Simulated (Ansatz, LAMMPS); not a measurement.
# Convergence of a linear-scaling basis for amorphous carbon (150 atoms), part 2 of 2

Aim: test how closely localised support functions follow the reference on amorphous carbon (150 atoms), and at what cost. A setting counts as converged where the r.m.s. difference of forces stays under 1 % of the r.m.s. force.

Ansatz 0.2.0; Kohn-Sham DFT, PBE, PAW (set soft_2), plane waves.

The cell: 150 C. The quench rate of 100 K/ps is orders of magnitude faster than experiment. The network of bonds at the start is that of the classical potential that made the cell. Only the Γ point is sampled, in a cell whose shortest periodic width is 10 Å.

So far. Step 3 (Plane-wave single point): Intrinsic-atomic-orbital charges run from -0.10 to +0.08 e. Within 0.4 eV of the Fermi level the largest share is C p (93 % of the projected weight).

## 4. Structure statistics

Bonds and neighbours are counted at the geometry of the runs.

Density 2.92 g/cm³, 6.833 Å³ an atom.

Pair distribution function in bins of 0.1 Å:

| r (Å) | total |
| --- | --- |
| 1.25 | 0.00 |
| 1.35 | 0.08 |
| 1.45 | 4.28 |
| 1.55 | 3.12 |
| 1.65 | 0.38 |
| 1.75 | 0.02 |
| 1.85 | 0.00 |
| 1.95 | 0.00 |
| 2.05 | 0.10 |
| 2.15 | 0.06 |
| 2.25 | 0.37 |
| 2.35 | 1.02 |
| 2.45 | 2.07 |
| 2.55 | 2.36 |
| 2.65 | 1.57 |
| 2.75 | 1.10 |
| 2.85 | 0.96 |
| 2.95 | 1.15 |
| 3.05 | 1.08 |
| 3.15 | 0.94 |
| 3.25 | 0.91 |
| 3.35 | 0.92 |
| 3.45 | 0.82 |
| 3.55 | 0.96 |
| 3.65 | 0.94 |
| 3.75 | 1.15 |
| 3.85 | 1.08 |
| 3.95 | 0.92 |
| 4.05 | 0.82 |
| 4.15 | 0.72 |
| 4.25 | 0.87 |
| 4.35 | 1.01 |
| 4.45 | 1.06 |
| 4.55 | 0.99 |
| 4.65 | 0.98 |
| 4.75 | 1.07 |
| 4.85 | 1.02 |
| 4.95 | 1.08 |

Bonds by pair of elements; cutoffs follow the first minimum of g(r), held within bounds set by covalent radii, and pairs that aren't listed don't count as bonded:

| pair A-B | cutoff (Å) | bonds | mean length (Å) | spread (Å) | shortest (Å) | B about A | A about B |
| --- | --- | --- | --- | --- | --- | --- | --- |
| C-C | 1.85 | 244 | 1.5 | 0.058 | 1.38 | 3.25 | 3.25 |

How many atoms have how many bonded neighbours:

| element | mean | 3 | 4 |
| --- | --- | --- | --- |
| C | 3.25 | 112 | 38 |

Bond angles (no mean is given where the spread exceeds 20°):

| angle | count | mean (°) | spread (°) |
| --- | --- | --- | --- |
| C-C-C | 564 | 115 | 8 |

Bond length by coordination (bonds to H left out):

| element | coordination | atoms | mean bond length (Å) |
| --- | --- | --- | --- |
| C | 3 | 112 | 1.49 |
| C | 4 | 38 | 1.53 |

Rings of the network by King's shortest-path rule, up to 12 atoms, one path for each pair of neighbours; H, halogens, alkali and alkaline-earth atoms are left out, and the last column divides by all other atoms, bonded or not:

| ring size (atoms) | rings | per network atom |
| --- | --- | --- |
| 5 | 1 | 0.007 |
| 6 | 28 | 0.187 |
| 7 | 31 | 0.207 |
| 8 | 38 | 0.253 |
| 9 | 27 | 0.18 |
| 10 | 14 | 0.093 |
| 11 | 4 | 0.027 |
| 12 | 1 | 0.007 |

With the cutoffs above, 75 % of C atoms have 3 bonded neighbours. The C-C-C angle averages 115° with a spread of 8°. Read as hybridisation, 25 % of the carbon is sp3 and 75 % sp2. Bonds at C atoms with 3 neighbours average 1.49 Å, against 1.53 Å at those with 4. Rings of 8 atoms are the most common (26 % of those counted); sizes run from 5 to 12, where the search stops.

A closer look about C131, which bears the longest force: 8 atoms, nearest first, numbered in the order of the input, with positions taken from that point.

| atom | x | y | z | distance (Å) | bonds | intrinsic-atomic-orbital charge (e) | Fx | Fy | Fz (eV/Å) |
| --- | --- | --- | --- | --- | --- | --- | --- | --- | --- |
| C131 | 0.00 | 0.00 | 0.00 | 0.00 | 3 | -0.03 | -1.87 | 3.80 | 2.62 |
| C85 | 0.93 | -0.24 | -1.01 | 1.39 | 3 | 0.03 | 0.77 | 1.42 | -1.75 |
| C147 | 0.07 | 1.40 | 0.33 | 1.44 | 3 | 0.02 | 1.29 | -3.51 | -2.49 |
| C75 | -1.14 | -1.12 | 0.29 | 1.62 | 4 | 0.01 | 0.60 | 0.34 | -1.38 |
| C63 | -0.11 | -2.09 | -0.16 | 2.10 | 3 | 0.07 | -2.23 | 0.20 | -1.16 |
| C8 | -0.98 | 1.91 | 1.13 | 2.42 | 4 | 0.01 | 0.39 | -0.59 | -0.83 |
| C41 | 0.49 | 0.02 | -2.38 | 2.43 | 3 | -0.01 | -0.56 | 1.24 | 2.06 |
| C47 | 2.36 | 0.14 | -0.61 | 2.44 | 4 | 0.03 | -0.83 | 0.62 | 0.18 |

The column of bonds counts only the pairs C-C within 1.85 Å; other neighbours, such as metal atoms beside each other in a compound, aren't counted, and periodic images can show an atom twice.

## 5. Support functions medium

With localised support functions most steps grow linearly with size, though the diagonalisation grows faster unless the density matrix is cut; this run measures error and cost at this size.

This step: Kohn-Sham DFT, PBE, PAW (set soft_2), localised support functions (medium) (Ansatz 0.2.0).

input.yaml

```yaml
crystal:
  lattice:
    - [10.0824, 0.0, 0.0]
    - [0.0, 10.0824, 0.0]
    - [0.0, 0.0, 10.0824]
  atoms:
    [... the 150 atom lines of step 3 ...]
kpoints:
  mp_grid: { grid: [1, 1, 1] }
hamiltonian:
  xc: pbe
scf:
  occupations: { method: gaussian, width: 0.05 }
  eigensolver: { kind: { support_functions: { accuracy: medium } } }
  max_iter: 150
output:
  forces: true
  eigenvalues: true
```

Started as:

```bash
> ansatz run input.yaml --threads 8 --pin off --max-ram 15872MiB --backend cpu --events-out ev --progress --plain --runs-dir out
```

Numbers of over 12 decimals in the logs are rounded to 6 here.

What it wrote:

```text
Warning: scf.eigensolver.kind.support_functions: disabling space-group detection — the functions' gradient is summed over unrotated k-points, so no spatial operation reduces the k-mesh or symmetrises the density; time reversal is kept, so that k and −k are solved as one point where they differ and the mesh holds both, and exact exchange and, on two spinor components, a DFT+U term hold to it where the run has them: [...]
settings of this run that can trade accuracy for cost: scf.eigensolver.kind.support_functions [...]
[...]
Crystal: 150 atoms, lattice volume = 1024.924 Å³
Basis set: ecut = 420 eV, 20005 PW (Γ), exchange–correlation on 144×144×144 points (8 copies of the dense FFT grid, shifted against one another)
Bands: 360, of which v1, the nominal top of the filled ones, is band 300 counted from 1 (299 counted from 0)
Symmetry: 1 space group operations
k-points: 1
[...]
SCF iter   1: F=—  HF=-37491.114960 eV  |F-HF|=—  |Δ(HF+E_count)|=         —  Δρ=1.14e-1  dr2=1.20e2  ethr=1.00e-1
[...]
SCF iter  14: F=—  HF=-37492.059160 eV  |F-HF|=—  |Δ(HF+E_count)|=   9.69e-4  Δρ=2.08e-5  dr2=7.90e-6  ethr=2.77e-9  κ⁻¹=3.6e-4(r=7)
SCF iter  15: F=-37492.059158 eV  HF=-37492.059160 eV  |F-HF|=1.83e-6  |Δ(HF+E_count)|=   4.03e-7  Δρ=1.08e-5  dr2=2.98e-6  ethr=1.32e-9
SCF 1 converged in 15 iterations: F = -37492.076440 eV  dr2 = 2.98e-6
[...]
SCF converged after 15 iterations
Stability not checked: this state was not tested for a lower state beside it, because the mixer in use, unlike msr1, does not test its closes by its own steps (another_mixer; see scf.mixing.algorithm and scf.lower_state_search)
Free energy (F): -37492.076440 eV
[...]
Internal energy: -37492.013357 eV  (E = F + TS)
E sigma→0 (E₀):  -37492.044899 eV
Entropy (-TS):   -0.063083 eV (-0.421 meV/atom)
Fermi energy:    10.759840 eV
[...]
Σ components = -37492.076440   (vs F -37492.076440, Δ=0.00e0)
--- Forces (eV/Å), atoms counted from 1 ---
  atom   1  C     -0.08845840    -0.07332269    -0.03152778
  atom   2  C     -1.37423382    -2.51788273     2.06029805
  atom   3  C     -1.30026759    -1.48831187    -0.65063152
  atom   4  C     -1.01873277     0.93885017    -1.21879455
[...]
atom 150  C     -0.27568473     1.57207874     2.62610745
  max |Σ_I F_I| component: 4.38e-3 eV/Å
--- Band table (eV) ---
[...]
```

Elapsed: 60 s, on 8 threads of AMD EPYC 7R43, shared host; peak memory 3 GiB; 7.7 min of CPU time.

The program notes that the band table was not solved further than the SCF left it and it switched symmetry off.

Keys that differ from the reference: support_functions.accuracy = "medium" and scf.max_iter = 150.

Forces differ from the reference by 1.1 meV/Å r.m.s., 0.076 % of their size, well within a tolerance of 1 %; the energy by -3.7 meV/atom. It took 60 s and 15 cycles; the reference's time can't be set against it, since the two runs asked for unlike analyses.

## 6. The ladder side by side

Each row is set against the plane-wave reference (Kohn-Sham DFT, PBE, PAW (set soft_2), plane waves; r.m.s. force component 1.40 eV/Å). Energies are set beside the reference only for runs with its functional, potentials and electron count. Times are for 8 threads of AMD EPYC 7R43, shared host. The reference's time includes the DOS, the stress and grids, which some other runs skip.

| run | Δ force, r.m.s. (meV/Å) | share of r.m.s. force (%) | Δ energy (meV/atom) | cycles | time | host memory (GiB) |
| --- | --- | --- | --- | --- | --- | --- |
| reference | - | - | - | 10 | 12 s | 1.7 |
| support functions medium | 1.07 | 0.0765 | -3.68 | 15 | 60 s | 3.0 |

## 7. Results

* free energy per atom: -249.9435 eV/atom
* pressure: 0.8336 GPa
* r.m.s. force component: 1.396 eV/Å
* wall time of the 2 DFT runs: 73 s

**Reading.** Against plane waves at 420 eV, the forces differ by 1.1 meV/Å (0.076 %) with support functions medium. At 150 atoms the run with support functions medium takes roughly 4.8 times the time of plane waves (whose run also made extra analyses, so the like-for-like ratio is larger), in 15 SCF cycles against 10. Differences between support functions and plane waves include what basis error the plane-wave run still has.

3 levels are partly filled, by over 2 % (at Γ alone): no clear gap opens at this level. Levels of broken or missing bonds inside a gap of the host would look the same. With the cutoffs above, 75 % of C atoms have 3 bonded neighbours. Read as hybridisation, 25 % of the carbon is sp3 and 75 % sp2.

**Limits.** The geometry was minimised with a classical potential after classical dynamics and isn't relaxed at this level: its force components are 1.4 eV/Å r.m.s. The stress is far from hydrostatic: its diagonal is -9.9, 9.9, 2.6 GPa, compression counted positive.

[Logs are printed without paths, hosts, clocks, repeated set-up lines and the standing remarks that a program may print on its own settings, such as how far it seeks lower states.]

[Hosts, paths, dates, database ids (printed as entryN), source tags and the programs' standing remarks are cut or masked in the printed files.]
